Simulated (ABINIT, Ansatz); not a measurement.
Planning a run of ABINIT 10.8.3 on ZrSe3 (P2_1/m). The input:

```
acell 3*1.0 Angstrom
rprim 
  5.410900000000 -0.000000000000 -0.000000000000
  -0.000000000000 3.748800000000 0.000000000000
  -1.229420909100 0.000000000000 9.363634990100
ntypat 2
znucl 40 34
natom 8
typat 1 1 2 2 2 2 2 2
xred 
  0.285000000000 0.250000000000 0.656000000000
  0.715000000000 0.750000000000 0.344000000000
  0.762000000000 0.250000000000 0.554000000000
  0.238000000000 0.750000000000 0.446000000000
  0.456000000000 0.250000000000 0.174000000000
  0.544000000000 0.750000000000 0.826000000000
  0.888000000000 0.250000000000 0.169000000000
  0.112000000000 0.750000000000 0.831000000000
pp_dirpath "pseudos"
pseudos "Zr.upf, Se.upf"
ecut 48
ngkpt 2 4 2
nshiftk 1
shiftk 0 0 0
kptopt 1
chksymbreak 0
istwfk *1
occopt 1
irdwfk 1
optdriver 4
nband 209
gwcalctyp 0
ecutsigx 48
symsigma 1
nkptgw 3
kptgw 
  0.0000000000 0.0000000000 0.0000000000
  0.5000000000 0.0000000000 0.0000000000
  0.0000000000 0.0000000000 0.5000000000
bdgw 
  83 86
  83 86
  83 86
ecuteps 4.2
irdscr 1
ppmodel 1
indata_prefix "in"
outdata_prefix "out"
tmpdata_prefix "tmp"
gwmem 10
```

```sh
OMP_NUM_THREADS=1 mpirun -n 16 abinit run.abi > log
```

How long will it take on 16 MPI ranks of Arm Neoverse V2, shared host, and how much memory?

It took 36 s; on shared hardware allow 18 s to 73 s. Peak host memory was 6.8 GiB.

[Paths, hosts, dates, memory and timing lines, banners, echoed tables and standing remarks are left out of the program output.]

[Logs are printed without paths, hosts, clocks, repeated set-up lines and the standing remarks that a program may print on its own settings, such as how far it seeks lower states.]

[Runs of the session that timed out or met a known fault of the program may be left out.]

[Hosts, paths, dates, database ids (printed as entryN), source tags and the programs' standing remarks are cut or masked in the printed files.]

[G0W0 gaps are taken among the corrected bands and points alone; a level outside them can change the order at an edge.]

[Where Ansatz stands beside ABINIT at settings called matched, ABINIT's density can come from a denser mesh and the files from another edition; pairs whose starting gaps differed by over 0.03 eV were left out, so agreement reads better than it is.]
